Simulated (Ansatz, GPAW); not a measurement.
# Polarising a 6-layer slab of Os(0001) with a field along the normal

The dipole of the cell at several fields, atoms fixed. What does the strongest field give, and what length does the slope stand for?

**Method.** GPAW 26.7.0, plane waves (400 eV), PAW setups, PBE, 13×13 mesh, a dipole layer in the vacuum; geometry relaxed without an applied field with Ansatz 0.2.0. The cell's area is 6.50 Å², and e/ε0 = 180.95 V Å.

Results, with one row withheld:

| field (V/Å) | dipole (e Å) |
| --- | --- |
| −0.2 | −0.1009 |
| −0.1 | −0.0492 |
| −0.05 | −0.0234 |
| 0.05 | 0.0282 |
| 0.1 | 0.0540 |
| 0.2 | 0.1056 |
| 0.3 | ? |

Q: What is the dipole at 0.3 V/Å?

A: A line through the 6 points has the slope α = 0.516 e Å per V/Å and the intercept p₀ = 0.0024 e Å (r.m.s. residual 2.7e−05). At 0.3 V/Å it gives p = 0.0024 + 0.516 × 0.3 = 0.1572 e Å; the run gives 0.1573 e Å, so the response stays linear to 0.0 % of the induced part. Dividing by ε0 and the area: α/(ε0 A) = 0.516 × 180.95 / 6.50 = 14.37 Å, against 10.81 Å between the outer nuclei. A metal screens fully, so the excess of 3.56 Å puts the image planes about 1.78 Å outside the outer atoms on average.

**Limits.** This is the electronic response alone; ions that move would add to it in polar layers. No run was spin-polarised, so magnetic states weren't tested. Spin-orbit coupling is left out, which matters for the heavier atoms here.
